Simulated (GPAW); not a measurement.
# Al K-edge XANES of Al2Ru (I4/mmm), part 2 of 2

How does the Al K edge of Al2Ru (I4/mmm) move when the bonds are compressed or stretched?

GPAW 26.7.0; X-ray absorption from dipole matrix elements to empty bands, plane-wave PAW LDA.

So far. Step 8 (Spectrum with XCH, Al atom 2): Against the first run the r.m.s. difference is 4 %. The highest intensity below 16 eV goes from 8.4 eV (1.56) to 8.2 eV (1.58).

### 10. Spectrum with XCH, Al atom 2

Changed against the first core-hole run: volume scale from 1 to 1.06; the field's mesh follows (4×4×4 to 3×3×3).

Input file xas.py:

```python
import numpy as np
from ase import Atoms
from ase.parallel import parprint, paropen
from gpaw import GPAW, PW, FermiDirac, Mixer, MixerDif, setup_paths
from gpaw.test import gen
setup_paths.insert(0, '.')
gen('Al', name='fch1s', xcname='LDA', corehole=(1, 0, 1), write_xml=True)
from gpaw.mpi import world
world.barrier()

atoms = Atoms('Ru5Al10',
    cell=[[1.59102589, 4.77307768, -4.30460711],
     [4.77307768, -1.59102589, -4.30460711],
     [-1.59102589, -4.77307768, -4.30460711]],
    scaled_positions=[[0, 0, 0],
     [0.2, 0.4, 0.4],
     [0.6, 0.2, 0.2],
     [0.4, 0.8, 0.8],
     [0.8, 0.6, 0.6],
     [0.65920219, 0, 0.65920219],
     [0.85920219, 0.4, 0.05920219],
     [0.25920219, 0.2, 0.85920219],
     [0.05920219, 0.8, 0.45920219],
     [0.45920219, 0.6, 0.25920219],
     [0.34079781, 0, 0.34079781],
     [0.54079781, 0.4, 0.74079781],
     [0.94079781, 0.2, 0.54079781],
     [0.74079781, 0.8, 0.14079781],
     [0.14079781, 0.6, 0.94079781]],
    pbc=True)
atoms.calc = calc = GPAW(legacy_gpaw=True, mode=PW(430), xc='LDA', setups={5: 'fch1s'},
    kpts={'size': (3, 3, 3), 'gamma': True}, occupations=FermiDirac(0.1),
    charge=-1, mixer=Mixer(0.1, 5, 50), maxiter=150,
    convergence={'density': 0.0001}, txt='scf.txt')
energy = atoms.get_potential_energy() + calc.get_reference_energy()
ef = calc.get_fermi_level()
out = dict(energy=energy, fermi=ef, forces=atoms.get_forces().tolist())
parprint(f'all-electron energy {energy:.4f} eV, Fermi level {ef:.4f} eV')
ev = np.array([[calc.get_eigenvalues(k, s) for k in range(len(calc.get_ibz_k_points()))] for s in range(calc.get_number_of_spins())])
out['homo'], out['lumo'], out['counts'] = ev[ev < ef].max(), ev[ev > ef].min(), sorted(set((ev < ef).sum((0, 2)).tolist()))
out['filled'] = (ev[:, 0] < ef).sum(1).tolist()

from ase.units import Ha
from gpaw.xas import dipole_matrix_elements
nb = int(calc.get_number_of_electrons() / 2) + 157
top, nb = nb, nb + 8 + nb // 12
nscf = calc.fixed_density(kpts={'size': (4, 4, 4), 'gamma': True}, nbands=nb,
    convergence={'bands': top, 'eigenstates': 1e-5}, maxiter=60, txt='nscf.txt')
cell = atoms.cell.array
ops = [cell.T @ U.T @ np.linalg.inv(cell.T) for U in nscf.wfs.kd.symmetry.op_scc]
E = np.arange(-6, 34, 0.1)
fwhm = np.interp(E, [4, 25], [0.9, 3.5])
Y, X, zero, highest = 0, 0, 1e9, 1e9
for spin in range(nscf.get_number_of_spins()):
    wfs = nscf.wfs
    A = dipole_matrix_elements(wfs.setups[5])
    eps = np.zeros((wfs.kd.nibzkpts, nb))
    d = np.zeros((3, A.shape[1], wfs.kd.nibzkpts, nb), complex)
    for kpt in wfs.kpt_u:
        if kpt.s == spin and 5 in kpt.P_ani:
            eps[kpt.k] = kpt.eps_n * Ha
            d[:, :, kpt.k] = (kpt.weight * wfs.nspins / 2) ** 0.5 * np.inner(A, kpt.P_ani[5])
    world.sum(eps)
    world.sum(d)
    T = np.einsum('amkn,bmkn->abkn', d, d.conj()).real
    T = sum(np.einsum('ai,ijkn,bj->abkn', R, T, R) for R in ops) / len(ops)
    empty = eps > ef
    zero, highest = min(zero, eps[empty].min()), min(highest, eps[:, top - 1].min())
    lines = [(eps, T, empty)] if spin == 0 else lines + [(eps, T, empty)]
for eps, T, empty in lines:
    f = np.einsum('aakn->akn', T).reshape(3, -1)
    x = eps.ravel() - zero
    w = np.interp(x, E, fwhm) / 2.35482
    g = np.exp(-0.5 * ((E[:, None] - x) / w) ** 2) / (w * (2 * np.pi) ** 0.5)
    Y = Y + (f * empty.ravel()) @ g.T
    X = X + (f * ~empty.ravel()) @ g.T
out.update(E=E.round(2).tolist(), xas=Y.tolist(), xes=X.tolist(), zero=zero, valid=highest - zero, nk=len(eps), nb=nb)
for i in range(0, len(E), 10):
    parprint(f'{E[i]:7.2f}', *(f'{v:10.3e}' for v in Y[:, i]))
import json
with paropen('out.json', 'w') as f:
    json.dump(out, f)
```

Command:

```sh
> OMP_NUM_THREADS=1 mpirun -n 2 gpaw python xas.py
```

Wall time 4.1 min (2 MPI ranks of Arm Neoverse V1, shared host); peak memory 0.5 GiB.

| E (eV) | first run | this run |
| --- | --- | --- |
| -2.0 | 0.00 | 0.00 |
| -1.0 | 0.00 | 0.00 |
| 0.0 | 0.26 | 0.27 |
| 1.0 | 0.54 | 0.57 |
| 2.0 | 0.88 | 1.01 |
| 3.0 | 1.34 | 1.37 |
| 4.0 | 1.17 | 1.25 |
| 5.0 | 1.39 | 1.45 |
| 6.0 | 1.16 | 1.10 |
| 7.0 | 1.03 | 1.14 |
| 8.0 | 1.46 | 1.59 |
| 9.0 | 1.41 | 1.25 |
| 10.0 | 1.11 | 1.09 |
| 11.0 | 1.08 | 1.05 |
| 12.0 | 1.03 | 0.97 |
| 13.0 | 0.93 | 0.90 |
| 14.0 | 0.90 | 0.90 |
| 15.0 | 0.89 | 0.85 |
| 16.0 | 0.83 | 0.77 |
| 17.0 | 0.77 | 0.74 |
| 18.0 | 0.76 | 0.74 |
| 19.0 | 0.74 | 0.70 |
| 20.0 | 0.68 | 0.67 |
| 21.0 | 0.66 | 0.68 |
| 22.0 | 0.67 | 0.70 |
| 23.0 | 0.70 | 0.72 |
| 24.0 | 0.72 | 0.73 |
| 25.0 | 0.73 | 0.71 |
| 26.0 | 0.72 | 0.69 |
| 27.0 | 0.70 | 0.69 |
| 28.0 | 0.68 | 0.70 |
| 29.0 | 0.69 | 0.74 |
| 30.0 | 0.72 | 0.81 |
| 31.0 | 0.80 | 0.88 |
| 32.0 | 0.88 | 0.92 |

Against the first run the r.m.s. difference is 7 %. The highest intensity below 16 eV goes from 8.4 eV (1.56) to 8.0 eV (1.59).

The photon energy of the zero moves by +0.09 eV.

### 11. The volumes side by side

| volume | nearest distance (Å) | shift of the zero (eV) | maximum 1 (eV above own zero) | maximum 2 (eV above own zero) | maximum 3 (eV above own zero) |
| --- | --- | --- | --- | --- | --- |
| 0.94 | 2.531 | -0.12 | 2.9 | 5.4 | 8.8 |
| 1 | 2.584 | +0.00 | 2.8 | 5.1 | 8.4 |
| 1.03 | 2.610 | +0.04 | 2.7 | 5.0 | 8.2 |
| 1.06 | 2.635 | +0.09 | 2.7 | 4.9 | 8.0 |

The curves, each shifted by its zero's change so that they share one photon-energy axis, counted from the zero at V × 1:

| E (eV) | V × 0.94 | V × 1 | V × 1.03 | V × 1.06 |
| --- | --- | --- | --- | --- |
| -2.0 | 0.00 | 0.00 | 0.00 | 0.00 |
| -1.0 | 0.01 | 0.00 | 0.00 | 0.00 |
| 0.0 | 0.30 | 0.26 | 0.25 | 0.22 |
| 1.0 | 0.53 | 0.54 | 0.55 | 0.56 |
| 2.0 | 0.86 | 0.88 | 0.91 | 0.93 |
| 3.0 | 1.27 | 1.34 | 1.37 | 1.40 |
| 4.0 | 1.13 | 1.17 | 1.20 | 1.23 |
| 5.0 | 1.32 | 1.39 | 1.43 | 1.46 |
| 6.0 | 1.19 | 1.16 | 1.13 | 1.12 |
| 7.0 | 1.01 | 1.03 | 1.06 | 1.11 |
| 8.0 | 1.29 | 1.46 | 1.53 | 1.58 |
| 9.0 | 1.49 | 1.41 | 1.34 | 1.28 |
| 10.0 | 1.16 | 1.11 | 1.10 | 1.09 |
| 11.0 | 1.08 | 1.08 | 1.07 | 1.05 |
| 12.0 | 1.09 | 1.03 | 1.00 | 0.97 |
| 13.0 | 0.98 | 0.93 | 0.91 | 0.90 |
| 14.0 | 0.90 | 0.90 | 0.90 | 0.90 |
| 15.0 | 0.91 | 0.89 | 0.88 | 0.85 |
| 16.0 | 0.88 | 0.83 | 0.80 | 0.77 |
| 17.0 | 0.82 | 0.77 | 0.75 | 0.74 |
| 18.0 | 0.78 | 0.76 | 0.75 | 0.74 |
| 19.0 | 0.77 | 0.74 | 0.72 | 0.70 |
| 20.0 | 0.72 | 0.68 | 0.67 | 0.67 |
| 21.0 | 0.66 | 0.66 | 0.67 | 0.68 |
| 22.0 | 0.65 | 0.67 | 0.69 | 0.70 |
| 23.0 | 0.67 | 0.70 | 0.71 | 0.72 |
| 24.0 | 0.69 | 0.72 | 0.72 | 0.73 |
| 25.0 | 0.72 | 0.73 | 0.72 | 0.71 |
| 26.0 | 0.74 | 0.72 | 0.70 | 0.70 |
| 27.0 | 0.72 | 0.70 | 0.69 | 0.69 |
| 28.0 | 0.69 | 0.68 | 0.69 | 0.70 |
| 29.0 | 0.67 | 0.69 | 0.71 | 0.73 |
| 30.0 | 0.67 | 0.72 | 0.76 | 0.80 |
| 31.0 | 0.70 | 0.80 | 0.84 | 0.88 |
| 32.0 | 0.78 | 0.88 | 0.91 | 0.92 |

### 12. Summary of results

```json
{
  "absorber and edge": "Al K, atom 2 of the ground-state input (counted from 1)",
  "surroundings": "4 Ru at 2.58 Å, 5 Al at 2.69 Å, 1 Ru at 2.88 Å and 4 Al at 3.12 Å (14-fold, site symmetry 4mm)",
  "highest intensity below 16 eV": "8.4 eV above the zero, height 1.56",
  "photon energy of the zero, with the added terms": "1549.5 eV (raw 1563.4 eV; LDA puts this hole about 7 eV below PBE, itself good to a few eV)"
}
```

In words: From V × 0.94 to V × 1.06 the nearest distance grows by 0.103 Å and the zero moves by +0.21 eV. Above their own zero, the maxima move from 2.9 to 2.7 eV, from 5.4 to 4.9 eV and from 8.8 to 8.0 eV. The Al K edge of atom 2, with 4 Ru at 2.58 Å, 5 Al at 2.69 Å, 1 Ru at 2.88 Å and 4 Al at 3.12 Å (14-fold, site symmetry 4mm), has its highest intensity of the first 16 eV at 8.4 eV above the zero, near 1558 eV in photon energy (LDA puts this hole about 7 eV below PBE, itself good to a few eV), 1.6 times the mean level of the first 20 eV (Gaussian full width 0.9 eV up to 4 eV, rising linearly to 3.5 eV at 25 eV). At the Al K edge of atom 2 polarisation matters most near 2.5 eV, where the curves differ by 0.6 on this scale. The mesh is coarse (0.32 Å⁻¹ between points), so small maxima may be mesh ripples. Lifetime broadening is put in by hand, and intensities beyond about 20 eV depend on it and on the partial waves; weight that the partial waves miss at high energy is lost. The structure is a computed Materials Project entry and may be a hypothetical form.

[Logs are printed without paths, hosts, clocks, repeated set-up lines and the standing remarks that a program may print on its own settings, such as how far it seeks lower states.]

[Hosts, paths, dates, database ids (printed as entryN), source tags and the programs' standing remarks are cut or masked in the printed files.]

[Lists of maxima count a maximum above −3 eV only where it reaches 4 % of the highest in the window and stands out from its surroundings by 2 % of it (1.5 % where it reaches 55 %); shoulders and weaker maxima are passed over, and of the rest the first, up to two pre-edge ones and the few strongest are named.]
